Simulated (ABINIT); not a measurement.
Planning a run of ABINIT 10.8.3 on CsAuBr3 (I4/mmm). The input:

```
acell 3*1.0 Angstrom
rprim 
  -3.879600000000 3.879600000000 5.653950000000
  3.879600000000 -3.879600000000 5.653950000000
  3.879600000000 3.879600000000 -5.653950000000
ntypat 3
znucl 55 79 35
natom 10
typat 1 1 2 2 3 3 3 3 3 3
xred 
  0.750000000000 0.250000000000 0.500000000000
  0.250000000000 0.750000000000 0.500000000000
  0.000000000000 0.000000000000 0.000000000000
  0.500000000000 0.500000000000 0.000000000000
  0.222000000000 0.222000000000 0.444000000000
  0.222000000000 0.778000000000 0.000000000000
  0.778000000000 0.778000000000 0.556000000000
  0.778000000000 0.222000000000 0.000000000000
  0.712200000000 0.712200000000 0.000000000000
  0.287800000000 0.287800000000 0.000000000000
pp_dirpath "pseudos"
pseudos "Cs.upf, Au.upf, Br.upf"
ecut 28
ngkpt 2 2 2
nshiftk 1
shiftk 0 0 0
kptopt 1
chksymbreak 0
istwfk *1
occopt 1
irdwfk 1
optdriver 4
nband 233
gwcalctyp 10
ecutsigx 28
symsigma 1
nkptgw 4
kptgw 
  0.0000000000 0.0000000000 0.0000000000
  0.5000000000 0.0000000000 0.0000000000
  0.5000000000 0.5000000000 0.0000000000
  0.5000000000 0.5000000000 0.5000000000
bdgw 
  17 66
  17 66
  17 66
  17 66
ecuteps 3.3
irdscr 1
ppmodel 1
indata_prefix "in"
outdata_prefix "out"
tmpdata_prefix "tmp"
gwmem 00
```

```sh
OMP_NUM_THREADS=2 mpirun -n 2 abinit run.abi > log
```

Q: How long will it take on 2 MPI ranks of Arm Neoverse V1, shared host, and how much memory?

It took 48 min; on shared hardware allow 24 min to 1.6 h. Peak host memory was 3.7 GiB.

[Paths, hosts, dates, memory and timing lines, banners, echoed tables and standing remarks are left out of the program output.]

[Logs are printed without paths, hosts, clocks, repeated set-up lines and the standing remarks that a program may print on its own settings, such as how far it seeks lower states.]

[Runs of the session that timed out or met a known fault of the program may be left out.]

[Hosts, paths, dates, database ids (printed as entryN), source tags and the programs' standing remarks are cut or masked in the printed files.]

[G0W0 gaps are taken among the corrected bands and points alone; a level outside them can change the order at an edge.]

[Where Ansatz stands beside ABINIT at settings called matched, ABINIT's density can come from a denser mesh and the files from another edition; pairs whose starting gaps differed by over 0.03 eV were left out, so agreement reads better than it is.]
